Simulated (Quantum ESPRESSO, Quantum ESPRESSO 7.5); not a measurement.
**Ionisation energy and electron affinity at BP(110)**

Wanted: ionisation energy, electron affinity and surface tilt of BP(110).

Program: Quantum ESPRESSO 7.5. Level of theory: plane-wave DFT, PBE, GBRV ultrasoft pseudopotentials. Results are calculated unless marked as measured.

### 1. Starting point

The cell holds 18 atoms: 9 B and 9 P. Its edges and angles: a = 4.550 Å, b = 3.217 Å, c = 28.869 Å, α = 90.0°, β = 90.0°, γ = 90.0°. It derives from BP. Vacuum lies along c.

### 2. Ground state of the ideal slab

First the slab as cut from the crystal, for comparison.

Contents of ideal.in:

```
&control
  prefix = 'ideal'
  outdir = './out'
  pseudo_dir = './pseudo'
  calculation = 'scf'
  tprnfor = .true.
/
&system
  ibrav = 0
  nat = 18
  ntyp = 2
  ecutwfc = 40
  ecutrho = 200
  occupations = 'smearing'
  smearing = 'fd'
  degauss = 0.002
/
&electrons
  conv_thr = 1e-07
  mixing_beta = 0.4
  electron_maxstep = 120
  mixing_mode = 'plain'
/
ATOMIC_SPECIES
  B   10.8100  b_pbe_v1.4.uspp.F.UPF
  P   30.9738  p_pbe_v1.5.uspp.F.UPF
CELL_PARAMETERS angstrom
  4.55000000000000 0.00000000000000 0.00000000000000
  0.00000000000000 3.21733585439879 0.00000000000000
  0.00000000000000 0.00000000000000 28.86934341759516
ATOMIC_POSITIONS crystal
  B   0.000000000000 0.000000000000 0.277110562727
  P   0.250000000000 0.500000000000 0.277110562727
  B   0.500000000000 0.500000000000 0.332832922045
  P   0.750000000000 0.000000000000 0.332832922045
  B   0.000000000000 0.000000000000 0.388555281363
  P   0.250000000000 0.500000000000 0.388555281363
  B   0.500000000000 0.500000000000 0.444277640682
  P   0.750000000000 0.000000000000 0.444277640682
  B   0.000000000000 0.000000000000 0.500000000000
  P   0.250000000000 0.500000000000 0.500000000000
  B   0.500000000000 0.500000000000 0.555722359318
  P   0.750000000000 0.000000000000 0.555722359318
  B   0.000000000000 0.000000000000 0.611444718637
  P   0.250000000000 0.500000000000 0.611444718637
  B   0.500000000000 0.500000000000 0.667167077955
  P   0.750000000000 0.000000000000 0.667167077955
  B   0.000000000000 0.000000000000 0.722889437273
  P   0.250000000000 0.500000000000 0.722889437273
K_POINTS automatic
  4 6 1 0 0 0
```

Run with:

```console
$ OMP_NUM_THREADS=1 mpirun -n 4 pw.x -nk 2 -in ideal.in > ideal.out
```

The program printed:

```text
Program PWSCF v.7.5 starts
[citation notice left out]

     Parallel version (MPI & OpenMP), running on       4 processor cores
     Number of MPI processes:                 4
     Threads/MPI process:                     1

     MPI processes distributed on     1 nodes
[...]
Current dimensions of program PWSCF are:
     Max number of different atomic species (ntypx) = 10
     Max number of k-points (npk) =  40000
     Max angular momentum in pseudopotentials (lmaxx) =  4
     Message from routine setup:
     using ibrav=0 with symmetry is DISCOURAGED, use correct ibrav instead

     K-points division:     npool     =       2
     R & G space division:  proc/nbgrp/npool/nimage =       2
     Subspace diagonalization in iterative solution of the eigenvalue problem:
     a serial algorithm will be used

     Parallelization info
     --------------------
     sticks:   dense  smooth     PW     G-vecs:    dense   smooth      PW
     Min         418     335    101                68168    48735    8139
     Max         419     336    102                68169    48750    8156
     Sum         837     671    203               136337    97485   16295

     Using Slab Decomposition

     bravais-lattice index     =            0
     lattice parameter (alat)  =       8.5983  a.u.
     unit-cell volume          =    2851.9460 (a.u.)^3
     number of atoms/cell      =           18
     number of atomic types    =            2
     number of electrons       =        72.00
     number of Kohn-Sham states=           43
     kinetic-energy cutoff     =      40.0000  Ry
     charge density cutoff     =     200.0000  Ry
     scf convergence threshold =      1.0E-07
     mixing beta               =       0.4000
     number of iterations used =            8  plain     mixing
     Exchange-correlation=  SLA  PW   PBX  PBC
                           (   1   4   3   4   0   0   0)

     celldm(1)=   8.598254  celldm(2)=   0.000000  celldm(3)=   0.000000
     celldm(4)=   0.000000  celldm(5)=   0.000000  celldm(6)=   0.000000

     crystal axes: (cart. coord. in units of alat)
               a(1) = (   1.000000   0.000000   0.000000 )
               a(2) = (   0.000000   0.707107   0.000000 )
               a(3) = (   0.000000   0.000000   6.344911 )

     reciprocal axes: (cart. coord. in units 2 pi/alat)
               b(1) = (  1.000000  0.000000  0.000000 )
               b(2) = (  0.000000  1.414214  0.000000 )
               b(3) = (  0.000000  0.000000  0.157607 )

     PseudoPot. # 1 for B  read from file:
     ./pseudo/b_pbe_v1.4.uspp.F.UPF
     Pseudo is Ultrasoft + core correction, Zval =  3.0
     Generated by new atomic code, or converted to UPF format
     Using radial grid of  781 points,  4 beta functions with:
                l(1) =   0
                l(2) =   0
                l(3) =   1
                l(4) =   1
     Q(r) pseudized with  8 coefficients,  rinner =    1.100   1.100   1.100

     PseudoPot. # 2 for P  read from file:
     ./pseudo/p_pbe_v1.5.uspp.F.UPF
     Pseudo is Ultrasoft + core correction, Zval =  5.0
     Generated by new atomic code, or converted to UPF format
     Using radial grid of  903 points,  6 beta functions with:
                l(1) =   0
                l(2) =   0
                l(3) =   1
                l(4) =   1
                l(5) =   2
                l(6) =   2
     Q(r) pseudized with  8 coefficients,  rinner =    1.300   1.300   1.300
                                                       1.300   1.300

     atomic species   valence    mass     pseudopotential
     B                 3.00    10.81000     B ( 1.00)
     P                 5.00    30.97380     P ( 1.00)

      4 Sym. Ops. (no inversion) found

   Cartesian axes

     site n.     atom                  positions (alat units)
         1        B      tau(   1) = (   0.0000000   0.0000000   1.7582418  )
         2        P      tau(   2) = (   0.2500000   0.3535534   1.7582418  )
         3        B      tau(   3) = (   0.5000000   0.3535534   2.1117951  )
         4        P      tau(   4) = (   0.7500000   0.0000000   2.1117951  )
         5        B      tau(   5) = (   0.0000000   0.0000000   2.4653485  )
         6        P      tau(   6) = (   0.2500000   0.3535534   2.4653485  )
         7        B      tau(   7) = (   0.5000000   0.3535534   2.8189019  )
         8        P      tau(   8) = (   0.7500000   0.0000000   2.8189019  )
         9        B      tau(   9) = (   0.0000000   0.0000000   3.1724553  )
        10        P      tau(  10) = (   0.2500000   0.3535534   3.1724553  )
        11        B      tau(  11) = (   0.5000000   0.3535534   3.5260087  )
        12        P      tau(  12) = (   0.7500000   0.0000000   3.5260087  )
        13        B      tau(  13) = (   0.0000000   0.0000000   3.8795621  )
        14        P      tau(  14) = (   0.2500000   0.3535534   3.8795621  )
        15        B      tau(  15) = (   0.5000000   0.3535534   4.2331155  )
        16        P      tau(  16) = (   0.7500000   0.0000000   4.2331155  )
        17        B      tau(  17) = (   0.0000000   0.0000000   4.5866689  )
        18        P      tau(  18) = (   0.2500000   0.3535534   4.5866689  )

     number of k points=    12  Fermi-Dirac smearing, width (Ry)=  0.0020
                       cart. coord. in units 2pi/alat
        k(    1) = (   0.0000000   0.0000000   0.0000000), wk =   0.0833333
        k(    2) = (   0.0000000   0.2357023   0.0000000), wk =   0.1666667
        k(    3) = (   0.0000000   0.4714045   0.0000000), wk =   0.1666667
        k(    4) = (   0.0000000  -0.7071068   0.0000000), wk =   0.0833333
        k(    5) = (   0.2500000   0.0000000   0.0000000), wk =   0.1666667
        k(    6) = (   0.2500000   0.2357023   0.0000000), wk =   0.3333333
        k(    7) = (   0.2500000   0.4714045   0.0000000), wk =   0.3333333
        k(    8) = (   0.2500000  -0.7071068   0.0000000), wk =   0.1666667
        k(    9) = (  -0.5000000   0.0000000   0.0000000), wk =   0.0833333
        k(   10) = (  -0.5000000   0.2357023   0.0000000), wk =   0.1666667
        k(   11) = (  -0.5000000   0.4714045   0.0000000), wk =   0.1666667
        k(   12) = (  -0.5000000  -0.7071068   0.0000000), wk =   0.0833333

     Dense  grid:   136337 G-vectors     FFT dimensions: (  40,  27, 250)

     Smooth grid:    97485 G-vectors     FFT dimensions: (  36,  25, 225)

     Estimated max dynamical RAM per process >     201.84 MB

     Estimated total dynamical RAM >     774.09 MB

     Initial potential from superposition of free atoms

[...]
iteration #  4     ecut=    40.00 Ry     beta= 0.40
[...]
negative rho (up, down):  2.146E-04 0.000E+00

[...]
total energy              =    -197.37476428 Ry
     estimated scf accuracy    <       0.11010516 Ry

     iteration #  5     ecut=    40.00 Ry     beta= 0.40
[...]
negative rho (up, down):  2.518E-04 0.000E+00

[...]
total energy              =    -197.37706264 Ry
     estimated scf accuracy    <       0.03042159 Ry

     iteration #  6     ecut=    40.00 Ry     beta= 0.40
[...]
negative rho (up, down):  2.680E-04 0.000E+00

[...]
total energy              =    -197.38125481 Ry
     estimated scf accuracy    <       0.00227566 Ry

     iteration #  7     ecut=    40.00 Ry     beta= 0.40
[...]
c_bands:  1 eigenvalues not converged
[...]
negative rho (up, down):  2.718E-04 0.000E+00

[...]
total energy              =    -197.38141139 Ry
     estimated scf accuracy    <       0.00140073 Ry

     iteration #  8     ecut=    40.00 Ry     beta= 0.40
[...]
negative rho (up, down):  2.773E-04 0.000E+00

[...]
total energy              =    -197.38170574 Ry
     estimated scf accuracy    <       0.00006284 Ry

     iteration #  9     ecut=    40.00 Ry     beta= 0.40
[...]
negative rho (up, down):  2.789E-04 0.000E+00

[...]
total energy              =    -197.38187579 Ry
     estimated scf accuracy    <       0.00007081 Ry

     iteration # 10     ecut=    40.00 Ry     beta= 0.40
[...]
negative rho (up, down):  2.795E-04 0.000E+00

[...]
total energy              =    -197.38188854 Ry
     estimated scf accuracy    <       0.00000178 Ry

     iteration # 11     ecut=    40.00 Ry     beta= 0.40
[...]
negative rho (up, down):  2.798E-04 0.000E+00

[...]
total energy              =    -197.38188904 Ry
     estimated scf accuracy    <       0.00000018 Ry

     iteration # 12     ecut=    40.00 Ry     beta= 0.40
[...]
negative rho (up, down):  2.799E-04 0.000E+00

[...]
total energy              =    -197.38188907 Ry
     estimated scf accuracy    <       0.00000010 Ry

     iteration # 13     ecut=    40.00 Ry     beta= 0.40
[...]
negative rho (up, down):  2.800E-04 0.000E+00

[...]
End of self-consistent calculation

          k = 0.0000 0.0000 0.0000 ( 12141 PWs)   bands (ev):

   -13.4333 -12.9459 -12.2604 -11.3903 -10.3735  -9.3900  -8.7998  -8.5157
    -8.4487  -6.6393  -6.3256  -5.8829  -5.1574  -4.2385  -4.0629  -3.9923
    -3.2314  -3.0660  -2.7063  -2.1772  -2.1611  -1.7972  -1.7561  -1.2181
    -1.0724  -0.7206  -0.5731   0.1268   0.4232   0.5492   0.7925   1.3342
     1.6796   1.7067   1.8024   2.0137   3.1727   3.4339   3.4814   3.9187
     4.2770   4.5223   5.2398

          k = 0.0000 0.2357 0.0000 ( 12182 PWs)   bands (ev):

   -13.1033 -12.6177 -11.9350 -11.0699 -10.0623  -9.1084  -8.6688  -8.3270
    -8.3007  -6.4564  -6.1980  -5.8512  -5.1913  -4.1968  -3.8201  -3.7935
    -3.5472  -3.1257  -3.0139  -2.8246  -2.7263  -2.5528  -1.9808  -1.8803
    -1.6469  -1.2430  -1.1174  -0.6764  -0.5507  -0.1128   0.0461   0.1313
     0.1588   0.5087   1.2698   1.3442   3.1873   3.4260   4.4396   4.4933
     4.5124   5.3053   5.6964

          k = 0.0000 0.4714 0.0000 ( 12216 PWs)   bands (ev):

   -12.1364 -11.6572 -10.9864 -10.1466  -9.2087  -9.0862  -8.7650  -8.2391
    -8.1828  -6.1212  -6.0792  -5.8884  -5.7456  -5.1429  -4.3434  -4.0596
    -3.9137  -3.3775  -3.0820  -3.0324  -2.9803  -2.7267  -2.4543  -2.4379
    -2.2575  -2.2335  -2.1032  -1.5916  -1.5601  -1.5492  -1.4468  -1.2747
    -0.9008   0.0818   0.9306   1.0537   2.7504   2.9003   3.5448   3.6937
     4.4642   4.8866   5.0437

          k = 0.0000-0.7071 0.0000 ( 12184 PWs)   bands (ev):

   -10.6680 -10.6150 -10.2254 -10.1366  -9.6230  -9.4976  -9.0525  -8.4598
    -8.2006  -6.4249  -6.0393  -5.6607  -5.0898  -4.9419  -4.5709  -4.5648
    -4.5523  -4.5357  -3.2988  -3.2810  -2.9614  -2.9264  -2.5809  -2.5371
    -2.3527  -2.3017  -2.2829  -2.2061  -2.0258  -1.9161  -1.4769  -1.4232
    -0.7523  -0.7158   1.2514   1.3859   2.1012   2.1721   3.4762   3.6497
     3.7962   3.9725   4.4475

          k = 0.2500 0.0000 0.0000 ( 12143 PWs)   bands (ev):

   -13.0632 -12.5834 -11.9160 -11.0917 -10.2607 -10.2121  -9.9346  -9.4107
    -9.4083  -6.3507  -6.2064  -5.4050  -5.1661  -4.7008  -4.2690  -3.0637
    -2.6808  -2.5784  -1.9753  -1.8165  -1.6425  -1.5758  -1.4313  -0.9337
    -0.5945  -0.5364  -0.3674   0.1838   0.4639   0.5406   0.5743   0.6405
     0.9362   0.9454   1.6442   1.8274   2.6837   2.7551   3.6182   4.2700
     4.8488   5.0736   5.3616

          k = 0.2500 0.2357 0.0000 ( 12163 PWs)   bands (ev):

   -12.7386 -12.2606 -11.5959 -10.7766 -10.0182  -9.9099  -9.6847  -9.1430
    -9.1213  -6.1362  -5.9972  -5.2833  -5.1283  -4.9696  -4.2030  -3.2220
    -3.2061  -3.0533  -2.6526  -2.4505  -1.9219  -1.8144  -1.7973  -1.6383
    -1.5975  -1.2339  -1.0658  -1.0286  -0.8807  -0.8587  -0.3708  -0.2683
     0.4541   0.7743   1.6095   1.7877   2.7640   2.8117   4.7700   5.2024
     5.2318   5.7633   5.8632

[...]
the Fermi energy is     2.0558 ev

!    total energy              =    -197.38188909 Ry
     estimated scf accuracy    <       0.00000002 Ry
     smearing contrib. (-TS)   =      -0.00016915 Ry
     internal energy E=F+TS    =    -197.38171993 Ry

     The total energy is F=E-TS. E is the sum of the following terms:
     one-electron contribution =   -2756.57975955 Ry
     hartree contribution      =    1400.87716965 Ry
     xc contribution           =     -80.24497133 Ry
     ewald contribution        =    1238.56584129 Ry

     convergence has been achieved in  13 iterations

     negative rho (up, down):  2.800E-04 0.000E+00

     Forces acting on atoms (cartesian axes, Ry/au):

     atom    1 type  1   force =     0.06925745    0.00000000    0.09632605
     atom    2 type  2   force =    -0.04493048   -0.00000000   -0.06252149
     atom    3 type  1   force =     0.00286234    0.00000000    0.01960752
     atom    4 type  2   force =    -0.03355827    0.00000000   -0.05048055
     atom    5 type  1   force =     0.01253061   -0.00000000    0.00289318
     atom    6 type  2   force =    -0.00135121    0.00000000   -0.00489894
     atom    7 type  1   force =    -0.00109673   -0.00000000    0.00286962
     atom    8 type  2   force =    -0.00645219   -0.00000000   -0.00330706
     atom    9 type  1   force =     0.00398091    0.00000000    0.00000000
     atom   10 type  2   force =     0.00149605    0.00000000    0.00000000
     atom   11 type  1   force =    -0.00109673    0.00000000   -0.00286962
     atom   12 type  2   force =    -0.00645219    0.00000000    0.00330706
     atom   13 type  1   force =     0.01253061    0.00000000   -0.00289318
     atom   14 type  2   force =    -0.00135121    0.00000000    0.00489894
     atom   15 type  1   force =     0.00286234   -0.00000000   -0.01960752
     atom   16 type  2   force =    -0.03355827    0.00000000    0.05048055
     atom   17 type  1   force =     0.06925745    0.00000000   -0.09632605
     atom   18 type  2   force =    -0.04493048    0.00000000    0.06252149

     Total force =     0.220601     Total SCF correction =     0.000402

[...]
=------------------------------------------------------------------------------=
   JOB DONE.
=------------------------------------------------------------------------------=
```

Elapsed: 51 s, on 4 MPI ranks of Arm Neoverse V2, shared host; peak memory 0.67 GiB; 3.4 min of CPU time.

This step gave:

- free energy: -2685.5174 eV
- energy at zero smearing: -2685.5163 eV
- Fermi energy: 2.056 eV

### 3. Electrostatic potential of the ideal slab

The vacuum level is read from the electrostatic potential (plot_num = 11), averaged over planes.

Contents of ideal.pot.in:

```
&inputpp
  prefix = 'ideal'
  outdir = './out'
  filplot = 'ideal.pot.dat'
  plot_num = 11
/
```

Run with:

```console
$ OMP_NUM_THREADS=1 mpirun -n 4 pp.x -in ideal.pot.in > ideal.pot.out
```

The program printed:

```text
[banner, memory and clock lines left out]
Program POST-PROC v.7.5 starts

          URL

     ./out/ideal.save/

     IMPORTANT: XC functional enforced from input :
     Exchange-correlation= PBE
                           (   1   4   3   4   0   0   0)
     Any further DFT definition will be discarded
     Please, verify this is what you really want

     negative rho (up, down):  2.800E-04 0.000E+00

     Calling punch_plot, plot_num =  11
     Writing data to file  ideal.pot.dat
     Message from routine chdens:
     namelist plot not found or invalid, exiting
```

It took 0.87 s on 4 MPI ranks; peak memory 0.15 GiB.

Numbers from this step:

```
slope of the potential above                                          : 8.84e-5 eV/Å
upper vacuum line continued to the top atoms, over the Fermi level    : 5.193 eV
slope of the potential below                                          : -5.39e-5 eV/Å
lower vacuum line continued to the bottom atoms, over the Fermi level : 5.193 eV
vacuum level at the upper face over a Fermi level inside the gap      : 5.194 eV
vacuum level at the lower face over a Fermi level inside the gap      : 5.194 eV
```

### 4. Planar and running averages

A running mean over two layers gives the mean potential in the slab's middle.

Contents of ideal.avg.in:

```
1
ideal.pot.dat
1.0
359
3
6.0798836158
```

Run with:

```console
$ OMP_NUM_THREADS=1 average.x < ideal.avg.in > ideal.avg.out
```

The program printed:

```text
[banner, memory and clock lines left out]
Program AVERAGE v.7.5 starts

          URL

     Reading header from file  ideal.pot.dat
     Reading data from file  ideal.pot.dat
     Output written to file avg.dat

[...]
```

The job ended after 0.52 s (1 MPI rank; peak memory 0.1 GiB).

This step gave:

* average.x's running mean in the middle layers, on the run's own zero: -5.703 eV
* mean potential by an exact Fourier window in the middle layers, on the run's own zero: -5.704 eV

Electrostatic potential energy of an electron; zero at the Fermi level; window 3.2173 Å. The potential energy, running mean by z:

```tsv
z (Å)	potential energy, running mean (eV)
0	5.19
1	5.19
2	5.19
3	5.19
4	5.19
5	5.10
6	3.76
7	-0.674
8	-4.27
9	-7.21
10	-7.53
11	-7.65
12	-7.72
13	-7.75
14	-7.76
15	-7.76
16	-7.75
17	-7.72
18	-7.64
19	-7.50
20	-7.10
21	-3.57
22	-0.276
23	4.18
24	5.13
25	5.19
26	5.19
27	5.19
28	5.19
```

(Continued in part 2 of 6.)

[Logs are printed without paths, hosts, clocks, repeated set-up lines and the standing remarks that a program may print on its own settings, such as how far it seeks lower states.]

[Hosts, paths, dates, database ids (printed as entryN), source tags and the programs' standing remarks are cut or masked in the printed files.]

[Maps of the electrostatic potential energy from Ansatz leave out the sawtooth potential of an applied field or a dipole correction, so their vacuum need not be flat; planar profiles and work functions include it.]
